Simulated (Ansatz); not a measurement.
# Ti2CF2 monolayer: from the cell to its phonons

Wanted: phonon frequencies of Ti2CF2 monolayer and what follows from them.

Program: Ansatz 0.2.0. Level of theory: DFT PBE, scalar-relativistic, plane waves, PAW; PAW set soft_1. Results are calculated unless marked as measured.

**1. The starting structure**

The cell holds 5 atoms: 1 C, 2 Ti and 2 F. Its edges and angles: a = 3.040 Å, b = 3.040 Å, c = 20.000 Å, α = 90.0°, β = 90.0°, γ = 120.0°. Vacuum lies along c.

As a file:

```cif
data_structure
_symmetry_space_group_name_H-M 'P 1'
_symmetry_Int_Tables_number 1
_cell_length_a 3.0400
_cell_length_b 3.0400
_cell_length_c 20.0000
_cell_angle_alpha 90.000
_cell_angle_beta 90.000
_cell_angle_gamma 120.000
_cell_volume 160.07
loop_
_atom_site_label
_atom_site_type_symbol
_atom_site_fract_x
_atom_site_fract_y
_atom_site_fract_z
_atom_site_occupancy
C1 C 0.00000 0.00000 0.50000 1
Ti2 Ti 0.33333 0.66667 0.56000 1
Ti3 Ti 0.66667 0.33333 0.44000 1
F4 F 0.66667 0.33333 0.61750 1
F5 F 0.33333 0.66667 0.38250 1
```

**2. Coarse relaxation**

A rough relaxation comes first, because large forces or stress need no tight tolerances yet.

The program solves this slab on a cell height of its own, 33.2 Å, in place of the one typed.

input.yaml reads:

```yaml
crystal:
  lattice:
    - [3.04, 0.0, 0.0]
    - [-1.52, 2.63272, 0.0]
    - [0.0, 0.0, 20.0]
  atoms:
    - { symbol: C, position: [0.0, 0.0, 0.5] }
    - { symbol: Ti, position: [0.333333, 0.666667, 0.56] }
    - { symbol: Ti, position: [0.666667, 0.333333, 0.44] }
    - { symbol: F, position: [0.666667, 0.333333, 0.6175] }
    - { symbol: F, position: [0.333333, 0.666667, 0.3825] }
  periodic: [true, true, false]
kpoints:
  mp_grid: { grid: [9, 9, 1] }
hamiltonian:
  xc: pbe
  pseudopotentials: { kind: paw, azcp: { folder: soft_1 } }
scf:
  occupations: { method: gaussian, width: 0.1 }
output:
  forces: true
  stress: true
  eigenvalues: true
relax:
  adjacent_minimum: "off"
  f_tol: 0.05
  max_steps: 80
  cell: { stress_2d_tol: 0.02 }
```

Started as:

```bash
> ansatz run input.yaml --threads 4 --pin off --max-ram 16384MiB --backend cpu --events-out ev --progress --plain --runs-dir out
```

Numbers of over 12 decimals in the logs are rounded to 6 here.

Log:

```text
[...]
cell:  # Å, volume = 268.3774 Å³
    - [3.055193, 0, 0]
    - [-1.527596, 2.645874, 0]
    - [0, 0, 33.2]
  atoms:
    - { symbol: C, position: [0, 0, 0.301205] }
    - { symbol: Ti, position: [0.333333, 0.666667, 0.335448] }
    - { symbol: Ti, position: [0.666667, 0.333333, 0.266962] }
    - { symbol: F, position: [0.666667, 0.333333, 0.373190] }
    - { symbol: F, position: [0.333333, 0.666667, 0.229220] }
[key lines of the parts left out:]
SCF converged after 5 iterations
Free energy (F): -6872.471370 eV
Fermi energy:    -4.864298 eV
P = ½ c Tr σ = 0.0022 N/m
```

Run time: 14 s. Hardware: 4 threads of Arm Neoverse V2, shared host; peak memory 0.63 GiB; 49 s of CPU time.

This run has no spin polarisation, although Ti can carry a moment.

Step by step:

```
step  energy less that of the first step (eV)  largest force component (eV/Å)  volume (Å³)
   1                                   0.0000                          2.2535       265.72
   2                                  -0.1671                          0.4325       268.78
   3                                  -0.1857                          0.0904       266.09
   4                                  -0.1881                          0.0083       267.84
   5                                  -0.1880                          0.0014       268.31
  6*                                  -0.1892                          0.0014       268.31
   7                                  -0.1892                          0.0003       268.38
  8*                                  -0.1892                          0.0003       268.38
```

Relaxation steps marked * repeat the geometry before them on a plane-wave basis chosen anew for their cell, so energy and pressure can jump there.

The run keeps the 12 symmetry operations that it works with, so distortions that break them were not tested.

```
cell as run  before  after  change
      a (Å)   3.040  3.055  +0.5 %
      b (Å)   3.040  3.055  +0.5 %
```

The atoms that moved most (Å, along periodic axes as changes of fractional coordinates times the final cell, across vacuum about the mean position):

```
atom     dx     dy      dz  length
 Ti2  0.000  0.000  -0.063   0.063
 Ti3  0.000  0.000   0.063   0.063
  F4  0.000  0.000   0.040   0.040
  F5  0.000  0.000  -0.040   0.040
```

Final coordinates:

```cif
data_structure
_symmetry_space_group_name_H-M 'P 1'
_symmetry_Int_Tables_number 1
_cell_length_a 3.0552
_cell_length_b 3.0552
_cell_length_c 33.2000
_cell_angle_alpha 90.000
_cell_angle_beta 90.000
_cell_angle_gamma 120.000
_cell_volume 268.38
loop_
_atom_site_label
_atom_site_type_symbol
_atom_site_fract_x
_atom_site_fract_y
_atom_site_fract_z
_atom_site_occupancy
C1 C 0.00000 0.00000 0.30120 1
Ti2 Ti 0.33333 0.66667 0.33545 1
Ti3 Ti 0.66667 0.33333 0.26696 1
F4 F 0.66667 0.33333 0.37319 1
F5 F 0.33333 0.66667 0.22922 1
```

Numbers from this step:

* gap on the k-mesh: 0 eV
* area per atom: 1.617 Å²

The relaxation ends with a largest force component of 2.6e-4 eV/Å.

**3. Bringing the structure to rest**

The cell and atoms are relaxed, since residual forces and stress would shift the frequencies.

input.yaml reads:

```yaml
crystal:
  lattice:
    - [3.0551925197, 0.0, 0.0]
    - [-1.5275962598, 2.6458743355, 0.0]
    - [0.0, 0.0, 33.2]
  atoms:
    - { symbol: C, position: [0.0, 0.0, 0.3012048193] }
    - { symbol: Ti, position: [0.3333333333, 0.6666666667, 0.3354478263] }
    - { symbol: Ti, position: [0.6666666667, 0.3333333333, 0.2669618123] }
    - { symbol: F, position: [0.6666666667, 0.3333333333, 0.3731900251] }
    - { symbol: F, position: [0.3333333333, 0.6666666667, 0.2292196135] }
  periodic: [true, true, false]
kpoints:
  mp_grid: { grid: [15, 15, 1] }
hamiltonian:
  xc: pbe
  pseudopotentials: { kind: paw, azcp: { folder: soft_1 } }
scf:
  occupations: { method: gaussian, width: 0.1 }
output:
  forces: true
  stress: true
  eigenvalues: true
  write_density: true
  write_potential: true
  elf: true
  volumetric_format: npy
relax:
  adjacent_minimum: "off"
  f_tol: 0.005
  max_steps: 80
  cell: { stress_2d_tol: 0.02 }
```

Log:

```text
[...]
Crystal: 5 atoms, lattice volume = 268.377 Å³
Basis set: ecut = 420 eV, 5235 PW (Γ), exchange–correlation on 48×48×450 points (8 copies of the dense FFT grid, shifted against one another)
Bands: 26, of which v1, the nominal top of the filled ones, is band 21 counted from 1 (20 counted from 0)
Symmetry: 12 space group operations
[...]
k-points: 27 of 225
[...]
SCF iter   1: F=—  HF=-6878.038727 eV  |F-HF|=—  |Δ(HF+E_count)|=         —  Δρ=7.31e-2  dr2=2.27e1  ethr=3.10e-3  ⟨swp⟩=10.5  Hψ=4838  notcnv=0
[...]
SCF iter  12: F=-6872.485649 eV  HF=-6872.485649 eV  |F-HF|=1.84e-10  |Δ(HF+E_count)|=   1.16e-9  Δρ=1.02e-7  dr2=2.42e-11  ethr=1.00e-12  ⟨swp⟩=8.2  Hψ=4830  notcnv=0
SCF 1 converged in 12 iterations: F = -6872.485649 eV  dr2 = 2.42e-11
[...]
relax step   1: F+E_penalty+E_count = -6872.48564899 eV  Δ(F+E_penalty+E_count) = +0.000e0 eV  max|allowed force component| = 9.867e-3 eV/Å  Δτ_max = 0.0000 Å  P = -0.058 N/m  Ω = 268.377 Å³  fix = [c, alpha, beta]  reactions: c -0.000 N/m  (12 SCF iters, dr2 threshold 1.00e-7 eV, accepted)
Crystal: 5 atoms, lattice volume = 268.360 Å³
[...]
SCF iter   5: F=-6872.485667 eV  HF=-6872.485667 eV  |F-HF|=1.47e-8  |Δ(HF+E_count)|=   1.67e-8  Δρ=8.99e-7  dr2=1.66e-9  ethr=1.45e-11  ⟨swp⟩=14.3  Hψ=6527  notcnv=0
SCF 2 converged in 5 iterations: F = -6872.485667 eV  dr2 = 1.66e-9
relax step   2: F+E_penalty+E_count = -6872.48566708 eV  Δ(F+E_penalty+E_count) = -1.809e-5 eV  max|allowed force component| = 2.684e-3 eV/Å  Δτ_max = 0.0009 Å  P = -0.026 N/m  Ω = 268.360 Å³  energy of the carried Pulay correction = +7.961e-6 eV  fix = [c, alpha, beta]  reactions: c -0.000 N/m  (5 SCF iters, dr2 threshold 6.08e-9 eV, accepted)
Crystal: 5 atoms, lattice volume = 268.306 Å³
[...]
SCF iter   4: F=-6872.485693 eV  HF=-6872.485693 eV  |F-HF|=3.41e-9  |Δ(HF+E_count)|=   2.61e-8  Δρ=5.00e-7  dr2=5.69e-10  ethr=1.79e-12  ⟨swp⟩=12.9  Hψ=7029  notcnv=0
SCF 3 converged in 4 iterations: F = -6872.485693 eV  dr2 = 5.69e-10
relax step   3: F+E_penalty+E_count = -6872.48569322 eV  Δ(F+E_penalty+E_count) = -2.614e-5 eV  max|allowed force component| = 1.477e-3 eV/Å  Δτ_max = 0.0002 Å  P = -0.001 N/m  Ω = 268.306 Å³  energy of the carried Pulay correction = +3.266e-5 eV  fix = [c, alpha, beta]  reactions: c -0.000 N/m  (4 SCF iters, dr2 threshold 7.52e-10 eV, accepted)
[...]
SCF iter   5: F=-6872.485670 eV  HF=-6872.485670 eV  |F-HF|=4.27e-11  |Δ(HF+E_count)|=  5.46e-11  Δρ=2.52e-8  dr2=1.10e-12  ethr=1.00e-12  ⟨swp⟩=11.0  Hψ=4539  notcnv=0
SCF 4 converged in 5 iterations: F = -6872.485670 eV  dr2 = 1.10e-12
relax step   4: F+E_penalty+E_count = -6872.48566987 eV  Δ(F+E_penalty+E_count) = +2.335e-5 eV  max|allowed force component| = 1.482e-3 eV/Å  Δτ_max = 0.0000 Å  P = -0.002 N/m  Ω = 268.306 Å³  fix = [c, alpha, beta]  reactions: c -0.000 N/m  stress off target by 1.54e-3 N/m on what of the cell is left free  SCF on the basis re-selected at this cell (its energy is not comparable with the rows above)  (5 SCF iters)
basis re-selected at this cell: Δ(F+E_penalty+E_count) = +2.335e-5 eV, ΔP = -0.001 N/m vs the last step (what re-selecting the basis moved, of the pressure what is left beyond the Pulay correction that the steps carried, after the strain that the cell walked since its last selection, with what the two solves' SCF thresholds leave and, on support functions, any second-order correction that the steps lacked; it is no m [...]
WARN: The output density's exchange-correlation potential varies sharply where the density is thin. Do not read a vacuum level from v_tot or v_xc, or from such a field of the output density. On a cell that repeats whose density bears no net charge and no dipole along the vacuum's axis use v_es (v_loc + v_h of the components); under efield.dipole_correction with no amplitude use v_es + v_field, which holds any externa [...]
SCF converged after 5 iterations
Free energy (F): -6872.485670 eV
[...]
Internal energy: -6872.477591 eV  (E = F + TS)
E sigma→0 (E₀):  -6872.481630 eV
Entropy (-TS):   -0.008079 eV (-1.616 meV/atom)
Fermi energy:    -4.782219 eV
[...]
--- Forces (eV/Å), atoms counted from 1 ---
  atom   1  C      0.00000000     0.00000000     0.00000000
  atom   2  Ti     0.00000000     0.00000000    -0.00148173
  atom   3  Ti    -0.00000000    -0.00000000     0.00148173
  atom   4  F     -0.00000000    -0.00000000     0.00033875
  atom   5  F      0.00000000     0.00000000    -0.00033875
  max |Σ_I F_I| component: 2.78e-17 eV/Å
--- 2D stress c σ (N/m, compression-positive) ---
       -0.001538      -0.000000      -0.000000
       -0.000000      -0.001538       0.000000
       -0.000000       0.000000      -0.000000
  P = ½ c Tr σ = -0.0015 N/m
--- Band table (eV; the first three rows and the last of 27) ---
  k-point 0: bands = [... 17 lower, -8.6081, -7.4503, -7.4503, -4.8523, -4.8523, -4.5557, -3.2272, -3.2272, ... 1 higher]
  k-point 1: bands = [... 17 lower, -8.5761, -7.6131, -7.4853, -4.9283, -4.7735, -4.5121, -3.2733, -3.2200, ... 1 higher]
  k-point 2: bands = [... 17 lower, -8.5096, -8.0074, -7.5687, -5.1730, -4.5551, -4.3522, -3.3267, -3.2021, ... 1 higher]
  k-point 26: bands = [... 17 lower, -9.1903, -9.1903, -8.2294, -4.3915, -3.8282, -3.8282, -2.8298, -2.8298, ... 1 higher]
--- Relaxed structure (3 steps of the walk, 3 accepted, 1 SCFs on fresh bases) ---
[...]
cell:  # Å, volume = 268.3061 Å³
    - [3.054787, -2.886367175016837e-11, 0]
    - [-1.527393, 2.645523, 0]
    - [0, 0, 33.2]
  atoms:
    - { symbol: C, position: [0, 0, 0.3012048193] }
    - { symbol: Ti, position: [0.333333, 0.666667, 0.335447] }
    - { symbol: Ti, position: [0.666667, 0.333333, 0.266962] }
    - { symbol: F, position: [0.666667, 0.333333, 0.373166] }
    - { symbol: F, position: [0.333333, 0.666667, 0.229244] }
```

Elapsed: 16 s, on 4 threads; peak memory 0.68 GiB.

Little changed from the start: no atom moved by 0.005 Å and no cell edge by 0.1 %.

Numbers from this step:

- area per atom: 1.616 Å²

Valence density in the ac plane at fractional y = 0.333, with atoms of Ti and F within 0.2 Å of it. It is the smooth field of the valence electrons, not physical close to the nuclei.

Values in units of 1e0 e/Å³, 24 rows by 16 columns, each cell a mean:
```
0.0 0.0 0.0 0.0 0.0 0.0 0.0 0.0 0.0 0.0 0.0 0.0 0.0 0.0 0.0 0.0
0.0 0.0 0.0 0.0 0.0 0.0 0.0 0.0 0.0 0.0 0.0 0.0 0.0 0.0 0.0 0.0
0.0 0.0 0.0 0.0 0.0 0.0 0.0 0.0 0.0 0.0 0.0 0.0 0.0 0.0 0.0 0.0
0.0 0.0 0.0 0.0 0.0 0.0 0.0 0.0 0.0 0.0 0.0 0.0 0.0 0.0 0.0 0.0
0.0 0.0 0.0 0.0 0.0 0.0 0.0 0.0 0.0 0.0 0.0 0.0 0.0 0.0 0.0 0.0
0.0 0.0 0.0 0.0 0.0 0.0 0.0 0.0 0.0 0.0 0.0 0.0 0.0 0.0 0.0 0.0
0.0 0.0 0.0 0.0 0.0 0.0 0.0 0.0 0.0 0.0 0.0 0.0 0.0 0.0 0.0 0.0
0.0 0.0 0.0 0.0 0.0 0.0 0.0 0.0 0.0 0.0 0.0 0.0 0.0 0.0 0.0 0.0
0.0 0.0 0.0 0.0 0.0 0.0 0.0 0.0 0.0 0.0 0.0 0.0 0.0 0.0 0.0 0.0
0.0 0.0 0.0 0.0 0.0 0.0 0.0 0.0 0.0 0.0 0.0 0.0 0.0 0.0 0.0 0.0
0.0 0.0 0.0 0.0 0.0 0.0 0.0 0.0 0.0 0.0 0.0 0.0 0.0 0.0 0.0 0.0
0.0 0.0 0.0 0.0 0.0 0.0 0.0 0.0 0.0 0.0 0.0 0.0 0.0 0.0 0.0 0.0
0.0 0.0 0.0 0.0 0.0 0.0 0.0 0.0 0.0 0.0 0.0 0.0 0.0 0.0 0.0 0.0
0.0 0.0 0.0 0.0 0.0 0.0 0.0 0.0 0.0 0.0 0.0 0.0 0.0 0.0 0.0 0.0
0.1 0.0 0.0 0.0 0.0 0.1 0.2 0.4 1.1 2.5 3.9 4.2 3.0 1.5 0.6 0.2
0.3 0.3 0.3 0.4 0.3 0.3 0.3 0.5 1.0 2.1 3.2 3.4 2.5 1.3 0.6 0.3
0.4 0.5 0.6 0.6 0.6 0.5 0.4 0.3 0.3 0.3 0.3 0.3 0.3 0.3 0.3 0.3
0.3 0.3 0.3 0.3 0.3 0.3 0.5 1.2 3.0 5.5 7.3 7.6 6.2 3.8 1.6 0.6
0.2 0.2 0.3 0.3 0.3 0.2 0.2 0.1 0.2 0.2 0.3 0.3 0.2 0.2 0.1 0.1
0.0 0.0 0.0 0.0 0.0 0.0 0.0 0.0 0.0 0.0 0.0 0.0 0.0 0.0 0.0 0.0
0.0 0.0 0.0 0.0 0.0 0.0 0.0 0.0 0.0 0.0 0.0 0.0 0.0 0.0 0.0 0.0
0.0 0.0 0.0 0.0 0.0 0.0 0.0 0.0 0.0 0.0 0.0 0.0 0.0 0.0 0.0 0.0
0.0 0.0 0.0 0.0 0.0 0.0 0.0 0.0 0.0 0.0 0.0 0.0 0.0 0.0 0.0 0.0
0.0 0.0 0.0 0.0 0.0 0.0 0.0 0.0 0.0 0.0 0.0 0.0 0.0 0.0 0.0 0.0
```
Columns run along a (3.1 Å), rows up along c (33.2 Å). Atoms in or near the plane, at fractional coordinates: Ti at (0.67, 0.27), F at (0.67, 0.37).

ELF in the ac plane at fractional y = 0.333, with atoms of Ti and F within 0.2 Å of it. It is the smooth field of the valence electrons, not physical close to the nuclei.

Ten even steps from '_' (0.00) to '@' (0.69), each cell a mean:
```
________________________________
________________________________
________________________________
________________________________
________________________________
________________________________
________________________________
________________________________
________________________________
________________________________
________________________________
________________________________
________________________________
________________________________
--..______::++##@@@@@@@@@@@@%%**
::....::..::--++**########**++--
****######**++==--::::::::--==++
::--====--::::++%%@@@@@@@@@@**--
==**####**++--................::
__........______________________
________________________________
________________________________
________________________________
________________________________
```
Columns run along a (3.1 Å), rows up along c (33.2 Å). Atoms in or near the plane, at fractional coordinates: Ti at (0.67, 0.27), F at (0.67, 0.37).

Electrostatic potential energy in the ac plane at fractional y = 0.333, with atoms of Ti and F within 0.2 Å of it. With pseudopotentials it is smooth inside the atoms' cores, unlike the true potential.

Ten even steps from '_' (-31 eV) to '@' (0 eV), each cell a mean:
```
@@@@@@@@@@@@@@@@@@@@@@@@@@@@@@@@
@@@@@@@@@@@@@@@@@@@@@@@@@@@@@@@@
@@@@@@@@@@@@@@@@@@@@@@@@@@@@@@@@
@@@@@@@@@@@@@@@@@@@@@@@@@@@@@@@@
@@@@@@@@@@@@@@@@@@@@@@@@@@@@@@@@
@@@@@@@@@@@@@@@@@@@@@@@@@@@@@@@@
@@@@@@@@@@@@@@@@@@@@@@@@@@@@@@@@
@@@@@@@@@@@@@@@@@@@@@@@@@@@@@@@@
@@@@@@@@@@@@@@@@@@@@@@@@@@@@@@@@
@@@@@@@@@@@@@@@@@@@@@@@@@@@@@@@@
@@@@@@@@@@@@@@@@@@@@@@@@@@@@@@@@
@@@@@@@@@@@@@@@@@@@@@@@@@@@@@@@@
@@@@@@@@@@@@@@@@@@@@@@@@@@@@@@@@
@@@@@@@@@@@@@@@@@@@@@@@@@@@@@@@@
@@@@@@@@@@@@@@%%**++====++++##@@
**++++++++**####++========++**##
##**********########****########
**##%%%%##**==..______________::
%%%%%%%%%%%%%%%%##********####%%
@@@@@@@@@@@@@@@@@@@@@@@@@@@@@@@@
@@@@@@@@@@@@@@@@@@@@@@@@@@@@@@@@
@@@@@@@@@@@@@@@@@@@@@@@@@@@@@@@@
@@@@@@@@@@@@@@@@@@@@@@@@@@@@@@@@
@@@@@@@@@@@@@@@@@@@@@@@@@@@@@@@@
```
Columns run along a (3.1 Å; values clipped at the 3rd and 97th percentile), rows up along c (33.2 Å). Atoms in or near the plane, at fractional coordinates: Ti at (0.67, 0.27), F at (0.67, 0.37).

(Part 1 of 3 ends here.)

[Logs are printed without paths, hosts, clocks, repeated set-up lines and the standing remarks that a program may print on its own settings, such as how far it seeks lower states.]

[Hosts, paths, dates, database ids (printed as entryN), source tags and the programs' standing remarks are cut or masked in the printed files.]
